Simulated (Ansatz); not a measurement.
# YbB: relaxing a made-up structure

Starting from a made-up structure for YbB, the aim is the relaxed cell, its shortest contacts and, where a second run follows, its electronic structure.

Method: DFT, PBE, plane-wave PAW, default files, scalar-relativistic, ferromagnetic start, cell and ions relaxed at zero pressure, in the first sound run; inputs show where later runs differ, in Ansatz 0.2.0.

**1. The starting structure**

Symmetry: Cmcm, No. 63, orthorhombic system. Conventional cell: a = 3.656 Å, b = 10.489 Å, c = 4.013 Å, α = 90.00°, β = 90.00°, γ = 90.00°. Yb has 7 B at 2.86 to 3.00 Å nearest. Nearest to B lie 2 B at 2.42 Å and 7 Yb at 2.86 to 3.00 Å. Farther neighbours are not listed.

**2. Relaxation of the guess**

The guess takes its coordinates from another compound and its volume from a rule, so the cell and any free coordinates are relaxed together.

File input.yaml:

```yaml
crystal:
  lattice:
    - [1.828, -5.2445, 0.0]
    - [1.828, 5.2445, 0.0]
    - [0.0, 0.0, 4.013]
  atoms:
    - { symbol: Yb, position: [0.8504, 0.1496, 0.25], spin: 1.0 }
    - { symbol: Yb, position: [0.1496, 0.8504, 0.75], spin: 1.0 }
    - { symbol: B, position: [0.5641, 0.4359, 0.25] }
    - { symbol: B, position: [0.4359, 0.5641, 0.75] }
magnetization:
  spin_polarized: true
kpoints:
  mp_grid: { grid: [8, 8, 7] }
scf:
  occupations: { method: fermi_dirac, width: 0.05 }
hamiltonian:
  xc: pbe
  pseudopotentials: { kind: paw }
relax:
  f_tol: 0.015
  max_steps: 70
  cell: {}
output:
  forces: true
  stress: true
```

Command:

```sh
ansatz run input.yaml --threads 4 --pin off --max-ram 8192MiB --backend cpu --events-out ev --progress --plain --runs-dir out
```

Numbers of over 12 decimals in the logs are rounded to 6 here.

Output:

```text
Warning: where an SCF of this run starts from atoms to list the orders of its open shells, Yb (sites 0, 1, from 0) starts with 0.44 μB on its 4f shell and 0.44 μB on its 5d shell, in the place of the 1.00 μB that the deck gives it: its open shells can hold no more by Hund's first rule. To start from spheres of the given moment, type scf.initial_density.shell_occupations: []
Engine: ansatz 0.2.0, aarch64-unknown-linux-gnu
Pseudopotentials: kind: paw
Pseudopotential: Yb, paw, valence charge 24, recommended cutoff 420 eV (normal), Yb.paw.azcp
Pseudopotential: B, paw, valence charge 3, recommended cutoff 420 eV (normal), B.paw.azcp
Functional definition: PBE
  parameter kappa = 0.804
  parameter beta = 0.066725
  exchange = pbe_x(kappa = kappa, mu = beta*pi^2/3)
  correlation = pbe_c(beta = beta)
Crystal: 4 atoms, lattice volume = 76.945 Å³
Basis set: ecut = 420 eV, 1535 PW (Γ), exchange–correlation on 80×80×54 points (8 copies of the dense FFT grid, shifted against one another)
Bands: 34, of which v1, the nominal top of the filled ones, is band 27 counted from 1 (26 counted from 0)
Symmetry: 8 space group operations
Space group: Cmcm (ITA 63), of the structure as read, at distance tolerance 4.3e-5 Å
Magnetic group: BNS 63.457 (UNI 555), of the structure as read, at distance tolerance 4.3e-5 Å
k-points: 84 of 448
Non-local potential: Yb, projectors of the file, l = 0: 3, l = 1: 2, l = 2: 2, l = 3: 3
Non-local potential: B, projectors of the file, l = 0: 2, l = 1: 2, l = 2: 1
PAW form: soft (Blöchl's): semilocal exchange-correlation on the pseudo side does not see the compensation charge
PAW one-centre angular grid: Yb, 590 points (default); XC on 64 Gauss nodes
PAW one-centre angular grid: B, 110 points (default); XC on 64 Gauss nodes
Initial density: superposition of atomic densities (chi_scale 0.1, normalization cell)
Starting moments: Σ|m| = 2 μB on 2 of 4 sites
Initial wavefunctions: pseudopotential atomic-orbital guess
Functional: x = pbe(κ = 0.804, μ = 0.219515), c = pbe(β = 0.066725)
SCF iter   1: F=—  HF=-27901.385107 eV  |F-HF|=—  |Δ(HF+E_count)|=         —  Δρ=4.17e-2 (↑4.17e-2 ↓1.99e-2)  dr2=4.89e0  dr2_m=2.63e-1  M=0.591 μB ∫|m|=0.600 μB  β_m=0.30  ethr=3.10e-3  ⟨swp⟩=5.6  Hψ=22422  notcnv=0
Mixer restart at iter 1: flushing history
preconditioner: auto → Kerker (q_TF=auto, 2.572 Å⁻¹)  [metal: Δε(μ)=0.002 eV  Ē_g=9.438 eV  σ=0.050 eV  W_gap=0.01  n_scr=26 (ndim 8)  ℏωp=29.9 eV  f_vac=0.000  D(μ)=7.64/eV (n_scr^D=104)]
spin=Collinear: Kerker preconditioning applied to the charge; magnetization (m = ρ↑ − ρ↓) channel mixes plain (no charge-response kernel on spin).
SCF iter   2: F=—  HF=-27900.941422 eV  |F-HF|=—  |Δ(HF+E_count)|=   4.44e-1  Δρ=2.65e-2 (↑2.65e-2 ↓1.71e-2)  dr2=2.22e0  dr2_m=1.76e-1  M=0.525 μB ∫|m|=0.530 μB  β_m=0.50  ethr=3.10e-3  ⟨swp⟩=3.0  Hψ=11098  notcnv=0  defer=203
SCF iter   3: F=—  HF=-27900.697341 eV  |F-HF|=—  |Δ(HF+E_count)|=   2.44e-1  Δρ=2.11e-2 (↑2.11e-2 ↓6.76e-3)  dr2=7.54e-1  dr2_m=5.62e-2  M=0.341 μB ∫|m|=0.343 μB  β_m=0.43  ethr=3.10e-3  ⟨swp⟩=3.0  Hψ=11542  notcnv=0  defer=185
SCF iter   4: F=—  HF=-27900.412599 eV  |F-HF|=—  |Δ(HF+E_count)|=   2.85e-1  Δρ=8.90e-3 (↑5.29e-3 ↓8.90e-3)  dr2=5.03e-2  dr2_m=2.25e-2  M=0.146 μB ∫|m|=0.149 μB  β_m=0.72  ethr=1.40e-3  ⟨swp⟩=3.6  Hψ=11394  notcnv=0  defer=185
SCF iter   5: F=—  HF=-27900.452259 eV  |F-HF|=—  |Δ(HF+E_count)|=   3.97e-2  Δρ=3.61e-3 (↑3.21e-3 ↓3.61e-3)  dr2=2.96e-2  dr2_m=5.54e-5  M=0.009 μB ∫|m|=0.025 μB  β_m=0.75  ethr=9.32e-5  ⟨swp⟩=3.5  Hψ=13111  notcnv=0  defer=130
SCF iter   6: F=—  HF=-27900.460550 eV  |F-HF|=—  |Δ(HF+E_count)|=   8.29e-3  Δρ=1.90e-3 (↑1.65e-3 ↓1.90e-3)  dr2=1.03e-2  dr2_m=1.47e-5  M=0.003 μB ∫|m|=0.013 μB  β_m=0.87  ethr=5.49e-5  ⟨swp⟩=2.2  Hψ=9459  notcnv=0  defer=130
SCF iter   7: F=—  HF=-27900.465152 eV  |F-HF|=—  |Δ(HF+E_count)|=   4.60e-3  Δρ=4.80e-4 (↑3.24e-4 ↓4.80e-4)  dr2=6.88e-4  dr2_m=1.98e-5  M=0.004 μB ∫|m|=0.006 μB  β_m=0.94  ethr=1.91e-5  ⟨swp⟩=2.1  Hψ=11315  notcnv=0  defer=130
SCF iter   8: F=—  HF=-27900.465281 eV  |F-HF|=—  |Δ(HF+E_count)|=   1.29e-4  Δρ=2.99e-4 (↑1.25e-4 ↓2.99e-4)  dr2=1.43e-4  dr2_m=1.42e-5  M=0.003 μB ∫|m|=0.004 μB  β_m=0.97  ethr=1.27e-6  ⟨swp⟩=2.0  Hψ=11589  notcnv=0  defer=130
SCF iter   9: F=—  HF=-27900.465315 eV  |F-HF|=—  |Δ(HF+E_count)|=   3.40e-5  Δρ=8.30e-5 (↑7.82e-5 ↓8.30e-5)  dr2=1.35e-5  dr2_m=3.44e-8  M=0.001 μB ∫|m|=0.001 μB  β_m=0.98  ethr=2.64e-7  ⟨swp⟩=2.3  Hψ=10941  notcnv=0  defer=130
SCF iter  10: F=—  HF=-27900.465323 eV  |F-HF|=—  |Δ(HF+E_count)|=   7.80e-6  Δρ=1.97e-5 (↑1.97e-5 ↓1.54e-5)  dr2=5.32e-7  dr2_m=8.91e-8  M=0.001 μB ∫|m|=0.001 μB  β_m=0.92  ethr=2.50e-8  ⟨swp⟩=2.2  Hψ=10503  notcnv=0  defer=130
SCF iter  11: F=—  HF=-27900.465323 eV  |F-HF|=—  |Δ(HF+E_count)|=   1.06e-7  Δρ=9.37e-6 (↑9.37e-6 ↓7.74e-6)  dr2=1.22e-7  dr2_m=2.61e-8  M=0.000 μB ∫|m|=0.000 μB  β_m=0.96  ethr=9.85e-10  ⟨swp⟩=2.0  Hψ=10408  notcnv=0  defer=130
SCF iter  12: F=—  HF=-27900.465323 eV  |F-HF|=—  |Δ(HF+E_count)|=   1.84e-7  Δρ=7.23e-6 (↑5.36e-6 ↓7.23e-6)  dr2=1.04e-7  dr2_m=8.40e-10  M=0.000 μB ∫|m|=0.000 μB  β_m=0.98  ethr=2.26e-10  ⟨swp⟩=2.0  Hψ=9871  notcnv=0  defer=130
SCF iter  13: F=—  HF=-27900.465323 eV  |F-HF|=—  |Δ(HF+E_count)|=   1.78e-7  Δρ=9.83e-7 (↑9.83e-7 ↓4.89e-7)  dr2=1.48e-9  dr2_m=2.18e-10  M=0.000 μB ∫|m|=0.000 μB  β_m=0.99  ethr=1.93e-10  ⟨swp⟩=2.4  Hψ=11206  notcnv=0  defer=130
SCF iter  14: F=-27900.465323 eV  HF=-27900.465323 eV  |F-HF|=6.51e-8  |Δ(HF+E_count)|=   3.81e-9  Δρ=4.22e-6 (↑4.09e-6 ↓4.22e-6)  dr2=4.81e-8  dr2_m=1.31e-11  M=0.000 μB ∫|m|=0.000 μB  ethr=2.74e-12  ⟨swp⟩=1.6  Hψ=21986  notcnv=0
WARN: the starting moments were not kept: the SCF closed with an absolute magnetisation of 2.0e-5 μB, where they sum to 2 μB in size (2 sites). That is at most 0.1 of that sum. Measured as dr2_m measures the in/out step, that magnetisation stands 6.3e-11 eV from none, at or under the dr2_threshold of 1.0e-7 eV: it is no larger than a step whose dr2_m would equal this threshold. The system may hold no moment; this SCF [...]
SCF 1 converged in 14 iterations: F = -27900.465323 eV  dr2 = 4.81e-8
  greatest PAW one-centre occupation: 0.997 electrons in one spin orbital (limit 2), on the Yb atom at site 1 (counted from 0), in its partial waves of l = 0
relax step   1: F+E_penalty+E_count = -27900.46532309 eV  Δ(F+E_penalty+E_count) = +0.000e0 eV  max|allowed force component| = 1.261e0 eV/Å  Δτ_max = 0.0000 Å  P = -11.251 GPa  Ω = 76.945 Å³  (14 SCF iters, dr2 threshold 1.00e-7 eV, accepted)
Crystal: 4 atoms, lattice volume = 69.918 Å³
[...]
relax step  12: F+E_penalty+E_count = -27902.86647701 eV  Δ(F+E_penalty+E_count) = -4.195e-5 eV  max|allowed force component| = 7.317e-4 eV/Å  Δτ_max = 0.0007 Å  P = -0.011 GPa  Ω = 71.258 Å³  energy of the carried Pulay correction = +2.743e-3 eV  (7 SCF iters, dr2 threshold 1.25e-8 eV, accepted)
relax step  13: F+E_penalty+E_count = -27902.89292586 eV  Δ(F+E_penalty+E_count) = -2.645e-2 eV  max|allowed force component| = 1.813e-3 eV/Å  Δτ_max = 0.0000 Å  P = +0.428 GPa  Ω = 71.258 Å³  stress off target by 1.30e0 GPa  SCF on the basis re-selected at this cell (its energy is not comparable with the rows above)  (12 SCF iters)
relax step  14: F+E_penalty+E_count = -27902.89713483 eV  Δ(F+E_penalty+E_count) = -4.209e-3 eV  max|allowed force component| = 1.234e-2 eV/Å  Δτ_max = 0.0063 Å  P = +0.133 GPa  Ω = 71.858 Å³  energy of the carried Pulay correction = -3.222e-4 eV  (9 SCF iters, dr2 threshold 4.00e-7 eV, accepted)
relax step  15: F+E_penalty+E_count = -27902.89715966 eV  Δ(F+E_penalty+E_count) = -2.483e-5 eV  max|allowed force component| = 2.626e-2 eV/Å  Δτ_max = 0.0071 Å  P = -0.022 GPa  Ω = 72.213 Å³  energy of the carried Pulay correction = -5.252e-4 eV  (8 SCF iters, dr2 threshold 1.91e-7 eV, accepted)
relax step  16: F+E_penalty+E_count = -27902.89733441 eV  Δ(F+E_penalty+E_count) = -1.747e-4 eV  max|allowed force component| = 1.729e-3 eV/Å  Δτ_max = 0.0031 Å  P = -0.006 GPa  Ω = 72.121 Å³  energy of the carried Pulay correction = -4.699e-4 eV  (8 SCF iters, dr2 threshold 5.31e-8 eV, accepted)
iter 1 solved again at ethr=8.30e-8 eV; its pass at ethr=3.10e-3 eV (dr2=4.48e-5 eV) is discarded
SCF iter   1: F=—  HF=-27902.897863 eV  |F-HF|=—  |Δ(HF+E_count)|=         —  Δρ=1.47e-5 (↑1.47e-5 ↓1.47e-5)  dr2=8.84e-8  dr2_m=4.09e-12  M=0.000 μB ∫|m|=0.000 μB  β_m=0.65  ethr=8.30e-8  ⟨swp⟩=4.6  Hψ=44964  notcnv=0
preconditioner: auto → Kerker (q_TF=auto, 2.600 Å⁻¹)  [metal: Δε(μ)=0.005 eV  Ē_g=9.931 eV  σ=0.050 eV  W_gap=0.02  n_scr=18 (ndim 8)  ℏωp=30.9 eV  f_vac=0.000  D(μ)=4.55/eV (n_scr^D=44)]
spin=Collinear: Kerker preconditioning applied to the charge; magnetization (m = ρ↑ − ρ↓) channel mixes plain (no charge-response kernel on spin).
SCF iter   2: F=—  HF=-27902.897863 eV  |F-HF|=—  |Δ(HF+E_count)|=   3.27e-7  Δρ=1.06e-5 (↑1.05e-5 ↓1.06e-5)  dr2=1.95e-7  dr2_m=1.67e-12  M=0.000 μB ∫|m|=0.000 μB  β_m=0.47  ethr=1.64e-10  ⟨swp⟩=3.1  Hψ=14524  notcnv=0
SCF iter   3: F=—  HF=-27902.897863 eV  |F-HF|=—  |Δ(HF+E_count)|=   2.89e-8  Δρ=4.78e-6 (↑4.77e-6 ↓4.78e-6)  dr2=1.12e-8  dr2_m=9.30e-13  M=0.000 μB ∫|m|=0.000 μB  β_m=0.48  ethr=1.64e-10  ⟨swp⟩=3.2  Hψ=11962  notcnv=0
SCF iter   4: F=—  HF=-27902.897863 eV  |F-HF|=—  |Δ(HF+E_count)|=   4.37e-8  Δρ=1.65e-6 (↑1.63e-6 ↓1.65e-6)  dr2=4.68e-9  dr2_m=4.45e-13  M=0.000 μB ∫|m|=0.000 μB  β_m=0.62  ethr=2.08e-11  ⟨swp⟩=2.1  Hψ=10571  notcnv=0
SCF iter   5: F=—  HF=-27902.897863 eV  |F-HF|=—  |Δ(HF+E_count)|=   2.26e-9  Δρ=6.35e-7 (↑6.33e-7 ↓6.35e-7)  dr2=7.70e-10  dr2_m=7.84e-14  M=0.000 μB ∫|m|=0.000 μB  β_m=0.81  ethr=8.66e-12  ⟨swp⟩=2.0  Hψ=10264  notcnv=0
SCF iter   6: F=—  HF=-27902.897863 eV  |F-HF|=—  |Δ(HF+E_count)|=   3.02e-9  Δρ=2.64e-7 (↑2.64e-7 ↓2.51e-7)  dr2=9.63e-11  dr2_m=5.41e-14  M=0.000 μB ∫|m|=0.000 μB  β_m=0.89  ethr=1.43e-12  ⟨swp⟩=2.0  Hψ=10226  notcnv=0
SCF iter   7: F=—  HF=-27902.897863 eV  |F-HF|=—  |Δ(HF+E_count)|=  2.44e-10  Δρ=1.64e-7 (↑1.64e-7 ↓1.59e-7)  dr2=5.72e-11  dr2_m=5.90e-15  M=0.000 μB ∫|m|=0.000 μB  β_m=0.94  ethr=1.00e-12  ⟨swp⟩=2.0  Hψ=7851  notcnv=0
SCF iter   8: F=—  HF=-27902.897863 eV  |F-HF|=—  |Δ(HF+E_count)|=  7.28e-11  Δρ=5.03e-8 (↑5.03e-8 ↓4.87e-8)  dr2=6.19e-12  dr2_m=5.43e-16  M=0.000 μB ∫|m|=0.000 μB  β_m=0.97  ethr=1.00e-12  ⟨swp⟩=2.3  Hψ=9868  notcnv=0
SCF iter   9: F=—  HF=-27902.897863 eV  |F-HF|=—  |Δ(HF+E_count)|=  7.28e-12  Δρ=2.93e-8 (↑2.93e-8 ↓2.84e-8)  dr2=2.13e-12  dr2_m=1.54e-16  M=0.000 μB ∫|m|=0.000 μB  β_m=0.98  ethr=1.00e-12  ⟨swp⟩=1.0  Hψ=5712  notcnv=0
SCF iter  10: F=-27902.897863 eV  HF=-27902.897863 eV  |F-HF|=3.64e-12  |Δ(HF+E_count)|=  7.28e-12  Δρ=1.30e-8 (↑1.29e-8 ↓1.30e-8)  dr2=4.21e-13  dr2_m=2.89e-18  M=0.000 μB ∫|m|=0.000 μB  ethr=1.00e-12  ⟨swp⟩=3.9  Hψ=21907  notcnv=0
the starting moments were not kept: the SCF closed with an absolute magnetisation of 7.6e-9 μB, where they sum to 2 μB in size (2 sites). That is at most 0.1 of that sum. Measured as dr2_m measures the in/out step, that magnetisation stands 1.4e-17 eV from none, at or under the dr2_threshold of 4.0e-11 eV: it is no larger than a step whose dr2_m would equal this threshold.
SCF 17 converged in 10 iterations: F = -27902.897863 eV  dr2 = 4.21e-13
relax step  17: F+E_penalty+E_count = -27902.89786322 eV  Δ(F+E_penalty+E_count) = -5.288e-4 eV  max|allowed force component| = 1.746e-3 eV/Å  Δτ_max = 0.0000 Å  P = +0.002 GPa  Ω = 72.121 Å³  stress off target by 1.23e-2 GPa  SCF on the basis re-selected at this cell (its energy is not comparable with the rows above)  (10 SCF iters)
basis re-selected at this cell: Δ(F+E_penalty+E_count) = -5.288e-4 eV, ΔP = +0.008 GPa vs the last step (what re-selecting the basis moved, of the pressure what is left beyond the Pulay correction that the steps carried, after the strain that the cell walked since its last selection, with what the two solves' SCF thresholds leave and, on support functions, any second-order correction that the steps lacked; it is no m [...]
SCF converged after 10 iterations
Magnetization: 0.0000 μB (27.0000 up, 27.0000 down)
Absolute magnetization: 0.0000 μB (∫|ρ↑−ρ↓|, with the PAW one-centre terms)
Spin contamination: 0.0000 ħ² per cell (⟨S²⟩ above its minimum at these occupations)
Per-site moments (μB) at R_I (Å): [(1.6370650133966692e-9, 1.076179), (1.6370648336299317e-9, 1.076179), (-1.1900575063007449e-11, 0.683423), (-1.1900617337585339e-11, 0.683423)]
Free energy (F): -27902.897863 eV
Harris-Foulkes:  -27902.897863 eV  (|F-HF|=3.64e-12)
Internal energy: -27902.854104 eV  (E = F + TS)
E sigma→0 (E₀):  -27902.875984 eV
Entropy (-TS):   -0.043759 eV (-10.940 meV/atom)
Fermi energy:    12.288526 eV
--- Per-component energies (eV) ---
  E_band       = 124.792577
  E_kinetic    = 816.998604
  E_local      = -12146.359819  (includes V_loc(G=0)·N_el)
  E_nonlocal   = 1099.857839
  E_hartree    = 5297.781921
  E_xc         = -396.220078
  E_vxc        = -490.038363  (∫ρ·V_xc dr)
  E_paw        = -14852.026401  (= ΣΔE_a)
  E_vpaw       = 248.770561  (= ΣTr[D̂ρ^β])
  E_aug_tail   = -0.000001  (compensation charges beyond the density's cutoff)
  E_ewald      = -7722.886169
  E_smearing   = -0.043759  (= −TS)
  E_closure    = 0.000000  (closes the sum)
  Σ components = -27902.897863   (vs F -27902.897863, Δ=0.00e0)
--- Forces (eV/Å), atoms counted from 1 ---
  atom   1  Yb     0.00000000     0.00055169    -0.00000000
  atom   2  Yb     0.00000000    -0.00055169     0.00000000
  atom   3  B      0.00000000     0.00174639    -0.00000000
  atom   4  B      0.00000000    -0.00174639     0.00000000
  max |Σ_I F_I| component: 4.34e-19 eV/Å
--- Stress (GPa, compression-positive) ---
       -0.005980      -0.000000      -0.000000
       -0.000000       0.012261       0.000000
       -0.000000       0.000000      -0.001484
  P = ⅓ Tr σ = 0.0016 GPa (0.016 kbar)
--- Relaxed structure (15 steps of the walk, 15 accepted, 2 SCFs on fresh bases) ---
  F+E_penalty+E_count = -27902.89786322 eV   max|allowed force component| = 1.746e-3 eV/Å   (the final SCF, on the basis selected at the relaxed cell)
  cell:  # Å, volume = 72.1212 Å³
    - [1.760229, -6.468445, -6.576815268513831e-18]
    - [1.760229, 6.468445, 6.576815268513831e-18]
    - [0, 5.032464424167422e-18, 3.167115]
  atoms:
    - { symbol: Yb, position: [0.869978, 0.130022, 0.25] }
    - { symbol: Yb, position: [0.130022, 0.869978, 0.750000] }
    - { symbol: B, position: [0.518826, 0.481174, 0.25] }
    - { symbol: B, position: [0.481174, 0.518826, 0.750000] }
```

The job ended after 4.6 min (4 threads of Arm Neoverse N1, shared host; peak memory 0.65 GiB; 18 min of CPU time).

Relaxation path:

```tsv
step	energy less that of the first step (eV)	largest force component (eV/Å)	pressure (GPa)	volume (Å³)
1	0.0000	1.2608	-11.25	76.94
2	-0.7945	0.7486	-5.72	69.92
3	-1.2371	0.7302	-1.96	65.88
4	-1.6682	0.4379	0.53	63.90
5	-1.9646	0.4813	2.27	63.87
6	-2.1242	0.0705	3.74	65.20
7	-2.2483	0.2074	1.83	67.82
8	-2.3511	0.1242	1.11	69.52
9	-2.3985	0.0225	-0.02	71.46
10	-2.4007	0.0210	-0.26	71.51
11	-2.4011	0.0055	-0.04	71.31
12	-2.4012	0.0007	-0.01	71.26
13*	-2.4276	0.0018	0.43	71.26
14	-2.4318	0.0123	0.13	71.86
15	-2.4318	0.0263	-0.02	72.21
16	-2.4320	0.0017	-0.01	72.12
17*	-2.4325	0.0017	0.00	72.12
```

Relaxation steps marked * repeat the geometry before them on a plane-wave basis chosen anew for their cell, so energy and pressure can jump there.

Forces are held to the 8 operations that the run works with; a distortion that breaks them can't arise in this run.

```tsv
cell as run	before	after	change
a (Å)	5.554	6.704	+20.7 %
b (Å)	5.554	6.704	+20.7 %
c (Å)	4.013	3.167	-21.1 %
γ (°)	141.57	149.55	+5.6 %
volume (Å³/atom)	19.24	18.03	-6.3 %
```

The atoms that moved most (Å, as changes of fractional coordinates times the final cell):

```tsv
atom	dx	dy	dz	length
B4	0.000	-0.586	0.000	0.586
B3	0.000	0.586	0.000	0.586
Yb2	0.000	0.253	0.000	0.253
Yb1	0.000	-0.253	0.000	0.253
```

Final coordinates:

```xyz
4
Lattice="1.7602 -6.4684 0.0000 1.7602 6.4684 0.0000 0.0000 0.0000 3.1671" Properties=species:S:1:pos:R:3 pbc="T T T"
Yb    1.7602   -4.7864    0.7918
Yb    1.7602    4.7864    2.3753
B     1.7602   -0.2436    0.7918
B     1.7602    0.2436    2.3753
```

This step gave:

| Property | Result |
| --- | --- |
| free energy | -27902.8979 eV |
| energy at zero smearing | -27902.8760 eV |
| smearing term TS | 0.04376 eV |
| Fermi energy | 12.29 eV |
| electrons | 54 |
| symmetry operations | 8 |
| pressure | 0.001599 GPa |

The shortest distance of each pair, which need not be the same contact before and after:

```tsv
pair	guess (Å)	relaxed (Å)
B–B	2.415	1.657
B–Yb	2.859	2.609
Yb–Yb	3.436	3.167
```

The relaxation ends with a largest force component of 0.0017 eV/Å and a pressure of 0.00 GPa. No moment survives the cycle: this start ends non-magnetic.

[end of part 1 of 2]

[Logs are printed without paths, hosts, clocks, repeated set-up lines and the standing remarks that a program may print on its own settings, such as how far it seeks lower states.]

[Hosts, paths, dates, database ids (printed as entryN), source tags and the programs' standing remarks are cut or masked in the printed files.]
